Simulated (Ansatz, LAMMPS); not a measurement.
# Elastic response of glassy 40SiO2-28Al2O3-16Li2O-16SrO (mol %) (85 atoms)

Aim: relax glassy 40SiO2-28Al2O3-16Li2O-16SrO (mol %) (85 atoms), then change its volume and shape to read moduli from the stress.

Main program and level: Ansatz 0.2.0; Kohn-Sham DFT, PBE, PAW (set soft_2), plane waves.

### Step 1. Starting point

The cell holds 85 atoms: 10 Si, 14 Al, 8 Li, 4 Sr and 49 O. Cell: a = 9.957 Å, b = 9.957 Å, c = 9.957 Å, α = 90.0°, β = 90.0°, γ = 90.0°. 85 atoms (10 Si, 14 Al, 8 Li, 4 Sr, 49 O) placed at random at 3.11 g/cm³, melted at 4000 K for 10 ps at fixed volume with the Morse and Coulomb pair potential with partial charges (Pedone, Malavasi, Menziani, Cormack and Segre, J. Phys. Chem. B 110, 11780 (2006)). Quenched from 4000 K to 300 K at 6 K/ps and fixed volume, held 5 ps, then minimised at fixed cell.

Limits known from the start: The quench rate of 6 K/ps far exceeds what a furnace or splat quench reaches, so expect more defects and frozen-in strain than in a real sample. The starting topology of bonds comes from the classical model, and needn't be the one that DFT or experiment would give. Sampling is at Γ alone.

### Step 2. Single point at the start

A single point comes first, to see the forces before anything moves.

The input, input.yaml:

```yaml
crystal:
  lattice:
    - [9.9565, 0.0, 0.0]
    - [0.0, 9.9565, 0.0]
    - [0.0, 0.0, 9.9565]
  atoms:
    - { symbol: Si, position: [0.40219, 0.07926, 0.9363] }
    - { symbol: Si, position: [0.37792, 0.46482, 0.57973] }
    - { symbol: Si, position: [0.86798, 0.00616, 0.63713] }
    - { symbol: Si, position: [0.02977, 0.91055, 0.12762] }
    - { symbol: Si, position: [0.53432, 0.09298, 0.34112] }
    - { symbol: Si, position: [0.54022, 0.67664, 0.39448] }
    - { symbol: Si, position: [0.98508, 0.37358, 0.83536] }
    - { symbol: Si, position: [0.3466, 0.87213, 0.56058] }
    - { symbol: Si, position: [0.6119, 0.46611, 0.02558] }
    - { symbol: Si, position: [0.22444, 0.00325, 0.32634] }
    - { symbol: Al, position: [0.42847, 0.69645, 0.78498] }
    - { symbol: Al, position: [0.80314, 0.69334, 0.5697] }
    - { symbol: Al, position: [0.77001, 0.37722, 0.59998] }
    - { symbol: Al, position: [0.95361, 0.1906, 0.38733] }
    - { symbol: Al, position: [0.88931, 0.19646, 0.07397] }
    - { symbol: Al, position: [0.76501, 0.58325, 0.82459] }
    - { symbol: Al, position: [0.7124, 0.85938, 0.83952] }
    - { symbol: Al, position: [0.70239, 0.20431, 0.85226] }
    - { symbol: Al, position: [0.40226, 0.30651, 0.1722] }
    - { symbol: Al, position: [0.51982, 0.17357, 0.63988] }
    - { symbol: Al, position: [0.09128, 0.40075, 0.24945] }
    - { symbol: Al, position: [0.653, 0.98844, 0.08717] }
    - { symbol: Al, position: [0.71106, 0.32256, 0.28257] }
    - { symbol: Al, position: [0.04378, 0.47508, 0.52837] }
    - { symbol: Li, position: [0.02902, 0.72823, 0.37731] }
    - { symbol: Li, position: [0.5206, 0.75499, 0.04892] }
    - { symbol: Li, position: [0.25423, 0.85851, 0.99081] }
    - { symbol: Li, position: [0.77322, 0.8828, 0.35342] }
    - { symbol: Li, position: [0.60888, 0.91651, 0.58827] }
    - { symbol: Li, position: [0.16503, 0.22978, 0.01421] }
    - { symbol: Li, position: [0.06494, 0.99934, 0.88714] }
    - { symbol: Li, position: [0.33183, 0.42708, 0.87705] }
    - { symbol: Sr, position: [0.28504, 0.6257, 0.15879] }
    - { symbol: Sr, position: [0.85855, 0.64798, 0.13434] }
    - { symbol: Sr, position: [0.07967, 0.73196, 0.76985] }
    - { symbol: Sr, position: [0.18074, 0.17022, 0.65715] }
    - { symbol: O, position: [0.95494, 0.38474, 0.66734] }
    - { symbol: O, position: [0.49927, 0.14597, 0.82371] }
    - { symbol: O, position: [0.38201, 0.01627, 0.61673] }
    - { symbol: O, position: [0.82252, 0.74084, 0.7725] }
    - { symbol: O, position: [0.56683, 0.80157, 0.75951] }
    - { symbol: O, position: [0.05239, 0.80641, 0.01092] }
    - { symbol: O, position: [0.49305, 0.96836, 0.00994] }
    - { symbol: O, position: [0.1875, 0.92703, 0.18952] }
    - { symbol: O, position: [0.36581, 0.19038, 0.05008] }
    - { symbol: O, position: [0.75598, 0.01683, 0.76316] }
    - { symbol: O, position: [0.01351, 0.32412, 0.11498] }
    - { symbol: O, position: [0.69553, 0.68048, 0.42697] }
    - { symbol: O, position: [0.26014, 0.02981, 0.88822] }
    - { symbol: O, position: [0.46339, 0.43769, 0.06894] }
    - { symbol: O, position: [0.94155, 0.86257, 0.24913] }
    - { symbol: O, position: [0.35612, 0.70234, 0.93793] }
    - { symbol: O, position: [0.21534, 0.4792, 0.56227] }
    - { symbol: O, position: [0.83647, 0.19928, 0.25666] }
    - { symbol: O, position: [0.73934, 0.8652, 0.00942] }
    - { symbol: O, position: [0.58564, 0.09908, 0.48891] }
    - { symbol: O, position: [0.50898, 0.69052, 0.24158] }
    - { symbol: O, position: [0.42058, 0.52989, 0.72381] }
    - { symbol: O, position: [0.65021, 0.60688, 0.95609] }
    - { symbol: O, position: [0.71601, 0.13762, 0.0245] }
    - { symbol: O, position: [0.47429, 0.80761, 0.47743] }
    - { symbol: O, position: [0.00907, 0.97698, 0.70388] }
    - { symbol: O, position: [0.41136, 0.30684, 0.58742] }
    - { symbol: O, position: [0.45746, 0.54929, 0.4627] }
    - { symbol: O, position: [0.62342, 0.99252, 0.25635] }
    - { symbol: O, position: [0.06781, 0.57209, 0.25874] }
    - { symbol: O, position: [0.74667, 0.37539, 0.43582] }
    - { symbol: O, position: [0.73214, 0.53787, 0.66201] }
    - { symbol: O, position: [0.54612, 0.24473, 0.26829] }
    - { symbol: O, position: [0.37424, 0.06442, 0.32475] }
    - { symbol: O, position: [0.70774, 0.43864, 0.15437] }
    - { symbol: O, position: [0.6815, 0.25756, 0.68117] }
    - { symbol: O, position: [0.02241, 0.3532, 0.40497] }
    - { symbol: O, position: [0.1073, 0.10558, 0.35678] }
    - { symbol: O, position: [0.30698, 0.76908, 0.67134] }
    - { symbol: O, position: [0.23067, 0.89257, 0.44697] }
    - { symbol: O, position: [0.89511, 0.12671, 0.53579] }
    - { symbol: O, position: [0.26079, 0.36756, 0.24153] }
    - { symbol: O, position: [0.66102, 0.36972, 0.91072] }
    - { symbol: O, position: [0.89942, 0.24663, 0.88198] }
    - { symbol: O, position: [0.98953, 0.05185, 0.06734] }
    - { symbol: O, position: [0.91592, 0.50984, 0.88554] }
    - { symbol: O, position: [0.80791, 0.8805, 0.55363] }
    - { symbol: O, position: [0.14122, 0.35188, 0.85062] }
    - { symbol: O, position: [0.96569, 0.62974, 0.54114] }
kpoints:
  mp_grid: { grid: [1, 1, 1] }
hamiltonian:
  xc: pbe
scf:
  occupations: { method: fermi_dirac, width: 0.05 }
output:
  forces: true
```

Run with:

```
$ ansatz run input.yaml --threads 4 --pin off --max-ram 8192MiB --backend cpu --events-out ev --progress --plain --runs-dir out
```

Standard output:

```text
Engine: ansatz 0.2.0, x86_64-unknown-linux-gnu
Pseudopotentials: kind: paw
Pseudopotential: Si, paw, valence charge 4, recommended cutoff 420 eV (normal), Si.paw.azcp
Pseudopotential: Al, paw, valence charge 3, recommended cutoff 420 eV (normal), Al.paw.azcp
Pseudopotential: Li, paw, valence charge 3, recommended cutoff 420 eV (normal), Li.paw.azcp
Pseudopotential: Sr, paw, valence charge 10, recommended cutoff 420 eV (normal), Sr.paw.azcp
Pseudopotential: O, paw, valence charge 6, recommended cutoff 420 eV (normal), O.paw.azcp
[... 5 lines on functional and potentials left out ...]
Crystal: 85 atoms, lattice volume = 987.007 Å³
Basis set: ecut = 420 eV, 19309 PW (Γ), exchange–correlation on 144×144×144 points (8 copies of the dense FFT grid, shifted against one another)
Bands: 305, of which v1, the nominal top of the filled ones, is band 220 counted from 1 (219 counted from 0)
Symmetry: 1 space group operations
Space group: P1 (ITA 1), of the structure as read, at distance tolerance 1.0e-4 Å
k-points: 1
[... 11 lines on functional and potentials left out ...]
Initial density: superposition of atomic densities (neutral atoms: chi_scale 0, normalization atom), corrected by the library's trained network
Initial wavefunctions: pseudopotential atomic-orbital guess
Functional: x = pbe(κ = 0.804, μ = 0.219515), c = pbe(β = 0.066725)
SCF iter   1: F=—  HF=-57611.372386 eV  |F-HF|=—  |Δ(HF+E_count)|=         —  Δρ=2.01e-3  dr2=4.45e-2  ethr=1.77e-3  ⟨swp⟩=7.0  Hψ=1540  notcnv=0  defer=47
preconditioner: auto → Resta (q_TF=auto, 2.385 Å⁻¹)  ε∞=3.3  [insulator: Δε(μ)=4.267 eV  Ē_g=15.730 eV  σ=0.050 eV  W_gap=1.00  n_scr=250 (ndim 8)  ℏωp=24.1 eV  f_vac=0.043  D(μ)=0.00/eV (n_scr^D=0)  ε∞_Penn≈3.3]
SCF iter   2: F=—  HF=-57611.379916 eV  |F-HF|=—  |Δ(HF+E_count)|=   7.53e-3  Δρ=1.10e-3  dr2=1.15e-2  ethr=1.01e-5  ⟨swp⟩=2.0  Hψ=495  notcnv=0  defer=77
SCF iter   3: F=—  HF=-57611.382088 eV  |F-HF|=—  |Δ(HF+E_count)|=   2.17e-3  Δρ=4.89e-4  dr2=3.33e-3  ethr=2.62e-6  ⟨swp⟩=2.0  Hψ=350  notcnv=0  defer=27
automatic band count: iteration 3 solves 255 bands in place of 305: the levels show a gap, and the empty bands left out lie too high to hold charge; the band table lists the bands solved (type scf.n_extra_bands for more)
SCF iter   4: F=—  HF=-57611.382740 eV  |F-HF|=—  |Δ(HF+E_count)|=   6.52e-4  Δρ=1.40e-4  dr2=2.09e-4  ethr=7.57e-7  ⟨swp⟩=2.0  Hψ=384  notcnv=0  defer=27
SCF iter   5: F=—  HF=-57611.382757 eV  |F-HF|=—  |Δ(HF+E_count)|=   1.74e-5  Δρ=8.51e-5  dr2=6.40e-5  ethr=4.74e-8  ⟨swp⟩=2.0  Hψ=410  notcnv=0  defer=27
SCF iter   6: F=—  HF=-57611.384480 eV  |F-HF|=—  |Δ(HF+E_count)|=   1.72e-3  Δρ=3.11e-5  dr2=8.68e-6  ethr=1.46e-8  ⟨swp⟩=2.0  Hψ=474  notcnv=0  defer=30
SCF iter   7: F=—  HF=-57611.384482 eV  |F-HF|=—  |Δ(HF+E_count)|=   1.74e-6  Δρ=1.03e-5  dr2=1.04e-6  ethr=1.97e-9  ⟨swp⟩=2.0  Hψ=389  notcnv=0  defer=30
SCF iter   8: F=—  HF=-57611.384482 eV  |F-HF|=—  |Δ(HF+E_count)|=   6.47e-7  Δρ=6.78e-6  dr2=3.93e-7  ethr=2.36e-10  ⟨swp⟩=2.0  Hψ=433  notcnv=0  defer=30
SCF iter   9: F=-57611.384482 eV  HF=-57611.384482 eV  |F-HF|=1.38e-8  |Δ(HF+E_count)|=   3.07e-8  Δρ=1.36e-6  dr2=1.96e-8  ethr=2.27e-11  ⟨swp⟩=3.0  Hψ=893  notcnv=0
SCF 1 converged in 9 iterations: F = -57611.384482 eV  dr2 = 1.96e-8
  greatest PAW one-centre occupation: 1.000 electrons in one spin orbital (limit 2), on the Li atom at site 30 (counted from 0), in its partial waves of l = 0
SCF converged after 9 iterations
Free energy (F): -57611.384482 eV
Harris-Foulkes:  -57611.384482 eV  (|F-HF|=1.38e-8)
Internal energy: -57611.384482 eV  (E = F + TS)
E sigma→0 (E₀):  -57611.384482 eV
Fermi energy:    6.966197 eV
--- Per-component energies (eV) ---
  E_band       = -1802.958332
  E_kinetic    = 10743.782548
  E_local      = -24694.696285  (includes V_loc(G=0)·N_el)
  E_nonlocal   = 3286.725646
  E_hartree    = 8670.217546
  E_xc         = -5573.545565
  E_vxc        = -6337.732096  (∫ρ·V_xc dr)
  E_paw        = -30409.196691  (= ΣΔE_a)
  E_vpaw       = -2141.595176  (= ΣTr[D̂ρ^β])
  E_aug_tail   = 0.124852  (compensation charges beyond the density's cutoff)
  E_ewald      = -19634.796533
  E_smearing   = -0.000000  (= −TS)
  E_closure    = -0.000000  (closes the sum)
  Σ components = -57611.384482   (vs F -57611.384482, Δ=0.00e0)
--- Forces (eV/Å), atoms counted from 1 ---
  atom   1  Si     0.82917884     0.53739235     0.86688525
  atom   2  Si     0.04100186     0.97732303     0.02843766
  atom   3  Si    -0.02773242    -0.20473390     0.46102375
  atom   4  Si     0.56658925     0.91449996     1.34565685
  atom   5  Si    -1.37625528     0.43299585    -0.51333355
  atom   6  Si    -2.04386673    -0.05062975     1.56631644
  atom   7  Si    -0.46791497     0.49570576    -0.88290572
  atom   8  Si     1.17376593     0.56425671    -1.48102692
  atom   9  Si     1.45328116    -1.52070319    -0.24775271
  atom  10  Si     0.38288080     0.17174520     0.87195524
  atom  11  Al     0.43434334     0.38842913    -1.39360916
  atom  12  Al    -0.78333594    -0.34800207     1.49270574
  atom  13  Al     0.49561541     0.49549191     0.78009382
  atom  14  Al     0.24510754    -0.31792335    -0.27639193
[...]
atom  84  O      2.12321203    -0.31943633     0.24885858
  atom  85  O      0.51675261     1.14423891    -0.39993335
  max |Σ_I F_I| component: 1.31e-4 eV/Å
```

The job ended after 6.9 s (4 threads of Intel Xeon Platinum 8259CL at 2.50GHz (Skylake/Cascade Lake), shared host; peak memory 1.5 GiB).

The column dr2 measures how far the density is from self-consistency, as an energy; F and HF (Harris–Foulkes) agree once it is small.

The r.m.s. force at the start is 0.87 eV/Å.

### Step 3. Cell and atoms relaxed

The cell is relaxed with the atoms, since the starting lattice needn't suit this functional.

The input, input.yaml:

```yaml
crystal:
  lattice:
    - [9.9565, 0.0, 0.0]
    - [0.0, 9.9565, 0.0]
    - [0.0, 0.0, 9.9565]
  atoms:
    [... the 85 atom lines of step 2 ...]
kpoints:
  mp_grid: { grid: [1, 1, 1] }
hamiltonian:
  xc: pbe
scf:
  occupations: { method: fermi_dirac, width: 0.05 }
output:
  forces: true
relax:
  f_tol: 0.05
  max_steps: 150
  cell: {}
```

Standard output:

```text
[...]
Crystal: 85 atoms, lattice volume = 987.007 Å³
Basis set: ecut = 420 eV, 19309 PW (Γ), exchange–correlation on 144×144×144 points (8 copies of the dense FFT grid, shifted against one another)
Bands: 305, of which v1, the nominal top of the filled ones, is band 220 counted from 1 (219 counted from 0)
Symmetry: 1 space group operations
[...]
k-points: 1
[...]
SCF iter   1: F=—  HF=-57611.372387 eV  |F-HF|=—  |Δ(HF+E_count)|=         —  Δρ=2.01e-3  dr2=4.45e-2  ethr=1.77e-3  ⟨swp⟩=7.0  Hψ=1540  notcnv=0  defer=47
[...]
SCF iter   8: F=—  HF=-57611.384482 eV  |F-HF|=—  |Δ(HF+E_count)|=   6.47e-7  Δρ=6.79e-6  dr2=3.94e-7  ethr=2.33e-10  ⟨swp⟩=2.0  Hψ=433  notcnv=0  defer=80
SCF iter   9: F=-57611.384482 eV  HF=-57611.384482 eV  |F-HF|=1.38e-8  |Δ(HF+E_count)|=   2.88e-8  Δρ=1.36e-6  dr2=1.96e-8  ethr=2.27e-11  ⟨swp⟩=3.0  Hψ=932  notcnv=0
SCF 1 converged in 9 iterations: F = -57611.384482 eV  dr2 = 1.96e-8
[...]
relax step   1: F+E_penalty+E_count = -57611.38448238 eV  Δ(F+E_penalty+E_count) = +0.000e0 eV  max|allowed force component| = 2.632e0 eV/Å  Δτ_max = 0.0000 Å  P = +7.225 GPa  Ω = 987.007 Å³  (9 SCF iters, dr2 threshold 1.00e-7 eV, accepted)
[... from here on, the SCF cycles and remarks between the steps are left out ...]
relax step   2: F+E_penalty+E_count = -57613.71163386 eV  Δ(F+E_penalty+E_count) = -2.327e0 eV  max|allowed force component| = 1.478e0 eV/Å  Δτ_max = 0.1981 Å  P = +4.115 GPa  Ω = 996.790 Å³  energy of the carried Pulay correction = -3.499e-2 eV  (8 SCF iters, dr2 threshold 8.50e-6 eV, accepted)
relax step   3: F+E_penalty+E_count = -57614.71618989 eV  Δ(F+E_penalty+E_count) = -1.005e0 eV  max|allowed force component| = 5.791e-1 eV/Å  Δτ_max = 0.1950 Å  P = -0.142 GPa  Ω = 1016.024 Å³  energy of the carried Pulay correction = -1.028e-1 eV  (7 SCF iters, dr2 threshold 8.50e-6 eV, accepted)
relax step   4: F+E_penalty+E_count = -57614.92951971 eV  Δ(F+E_penalty+E_count) = -2.133e-1 eV  max|allowed force component| = 5.327e-1 eV/Å  Δτ_max = 0.1108 Å  P = -0.643 GPa  Ω = 1018.397 Å³  energy of the carried Pulay correction = -1.110e-1 eV  (7 SCF iters, dr2 threshold 8.50e-6 eV, accepted)
relax step   5: F+E_penalty+E_count = -57615.18986418 eV  Δ(F+E_penalty+E_count) = -2.603e-1 eV  max|allowed force component| = 4.421e-1 eV/Å  Δτ_max = 0.2000 Å  P = +0.040 GPa  Ω = 1011.839 Å³  energy of the carried Pulay correction = -8.813e-2 eV  (7 SCF iters, dr2 threshold 8.50e-6 eV, accepted)
relax step   6: F+E_penalty+E_count = -57615.26057331 eV  Δ(F+E_penalty+E_count) = -7.071e-2 eV  max|allowed force component| = 1.816e-1 eV/Å  Δτ_max = 0.0715 Å  P = +0.054 GPa  Ω = 1012.485 Å³  energy of the carried Pulay correction = -9.040e-2 eV  (6 SCF iters, dr2 threshold 8.50e-6 eV, accepted)
relax step   7: F+E_penalty+E_count = -57615.29480034 eV  Δ(F+E_penalty+E_count) = -3.423e-2 eV  max|allowed force component| = 8.851e-2 eV/Å  Δτ_max = 0.0688 Å  P = +0.042 GPa  Ω = 1013.306 Å³  energy of the carried Pulay correction = -9.327e-2 eV  (7 SCF iters, dr2 threshold 2.06e-6 eV, accepted)
relax step   8: F+E_penalty+E_count = -57615.30762618 eV  Δ(F+E_penalty+E_count) = -1.283e-2 eV  max|allowed force component| = 1.010e-1 eV/Å  Δτ_max = 0.0535 Å  P = +0.046 GPa  Ω = 1013.981 Å³  energy of the carried Pulay correction = -9.564e-2 eV  (7 SCF iters, dr2 threshold 4.90e-7 eV, accepted)
relax step   9: F+E_penalty+E_count = -57615.30970200 eV  Δ(F+E_penalty+E_count) = -2.076e-3 eV  max|allowed force component| = 1.419e-1 eV/Å  Δτ_max = 0.0645 Å  P = -0.049 GPa  Ω = 1015.395 Å³  energy of the carried Pulay correction = -1.006e-1 eV  (7 SCF iters, dr2 threshold 6.38e-7 eV, accepted)
relax step  10: F+E_penalty+E_count = -57615.31289437 eV  Δ(F+E_penalty+E_count) = -3.192e-3 eV  max|allowed force component| = 8.987e-2 eV/Å  Δτ_max = 0.0448 Å  P = -0.008 GPa  Ω = 1015.674 Å³  energy of the carried Pulay correction = -1.016e-1 eV  (7 SCF iters, dr2 threshold 1.26e-6 eV, accepted)
relax step  11: F+E_penalty+E_count = -57615.31604726 eV  Δ(F+E_penalty+E_count) = -3.153e-3 eV  max|allowed force component| = 3.453e-2 eV/Å  Δτ_max = 0.0193 Å  P = -0.000 GPa  Ω = 1015.755 Å³  energy of the carried Pulay correction = -1.018e-1 eV  (7 SCF iters, dr2 threshold 5.05e-7 eV, accepted)
relax step  12: F+E_penalty+E_count = -57615.45011882 eV  Δ(F+E_penalty+E_count) = -1.341e-1 eV  max|allowed force component| = 3.495e-2 eV/Å  Δτ_max = 0.0000 Å  P = +0.239 GPa  Ω = 1015.755 Å³  stress off target by 4.29e-1 GPa  SCF on the basis re-selected at this cell (its energy is not comparable with the rows above)  (7 SCF iters)
relax step  13: F+E_penalty+E_count = -57615.40691348 eV  Δ(F+E_penalty+E_count) = +4.321e-2 eV  max|allowed force component| = 2.458e-1 eV/Å  Δτ_max = 0.0952 Å  P = +0.018 GPa  Ω = 1020.869 Å³  energy of the carried Pulay correction = -1.921e-2 eV  (8 SCF iters, dr2 threshold 4.61e-7 eV, rejected (line search))
relax step  14: F+E_penalty+E_count = -57615.43867626 eV  Δ(F+E_penalty+E_count) = +1.144e-2 eV  max|allowed force component| = 3.802e-2 eV/Å  Δτ_max = 0.0236 Å  P = -0.121 GPa  Ω = 1020.171 Å³  energy of the carried Pulay correction = -1.634e-2 eV  (11 SCF iters, accepted)
relax step  15: F+E_penalty+E_count = -57615.44385713 eV  Δ(F+E_penalty+E_count) = -5.181e-3 eV  max|allowed force component| = 2.331e-2 eV/Å  Δτ_max = 0.0094 Å  P = +0.004 GPa  Ω = 1019.139 Å³  energy of the carried Pulay correction = -1.256e-2 eV  (7 SCF iters, dr2 threshold 6.69e-8 eV, accepted)
relax step  16: F+E_penalty+E_count = -57615.45588510 eV  Δ(F+E_penalty+E_count) = -1.203e-2 eV  max|allowed force component| = 2.327e-2 eV/Å  Δτ_max = 0.0000 Å  P = +0.013 GPa  Ω = 1019.139 Å³  stress off target by 1.73e-2 GPa  SCF on the basis re-selected at this cell (its energy is not comparable with the rows above)  (7 SCF iters)
[...]
SCF converged after 7 iterations
Free energy (F): -57615.455885 eV
[...]
Internal energy: -57615.455885 eV  (E = F + TS)
E sigma→0 (E₀):  -57615.455885 eV
Fermi energy:    6.515332 eV
[...]
Σ components = -57615.455885   (vs F -57615.455885, Δ=0.00e0)
--- Forces (eV/Å), atoms counted from 1 ---
  atom   1  Si     0.00270714    -0.01436963     0.00918201
  atom   2  Si    -0.00027385    -0.00448003    -0.00843574
  atom   3  Si    -0.01115079     0.01068689     0.01468280
  atom   4  Si     0.02326825     0.00741114     0.01176511
[...]
atom  85  O      0.00329060    -0.00708181    -0.00068913
  max |Σ_I F_I| component: 8.28e-5 eV/Å
--- Stress (GPa, compression-positive) ---
        0.011869       0.001546       0.002215
        0.001541       0.012545       0.002613
        0.002217       0.002610       0.013982
  P = ⅓ Tr σ = 0.0128 GPa (0.128 kbar)
--- Relaxed structure (14 steps of the walk, 13 accepted, 2 SCFs on fresh bases) ---
  F+E_penalty+E_count = -57615.45588510 eV   max|allowed force component| = 2.327e-2 eV/Å   (the final SCF, on the basis selected at the relaxed cell)
  cell:  # Å, volume = 1019.1386 Å³
    - [9.965397, -0.036316, -0.054337]
    - [-0.036316, 10.175433, 0.131302]
    - [-0.054337, 0.131302, 10.052572]
  atoms:
    - { symbol: Si, position: [0.393268, 0.104605, 0.931388] }
    - { symbol: Si, position: [0.367824, 0.477653, 0.597501] }
    - { symbol: Si, position: [0.880907, -0.00878174, 0.642249] }
    - { symbol: Si, position: [0.029200, 0.900693, 0.127981] }
[...]
- { symbol: O, position: [0.964558, 0.631868, 0.536136] }
```

The job ended after 1.9 min (4 threads; peak memory 1.5 GiB).

The relaxation converged after 14 steps, with a largest force component of 0.023 eV/Å.

(Part 1 of 3 ends here.)

[Long decimals in the printed logs are rounded to 6 places.]

[Logs are printed without paths, hosts, clocks, repeated set-up lines and the standing remarks that a program may print on its own settings, such as how far it seeks lower states.]

[Hosts, paths, dates, database ids (printed as entryN), source tags and the programs' standing remarks are cut or masked in the printed files.]
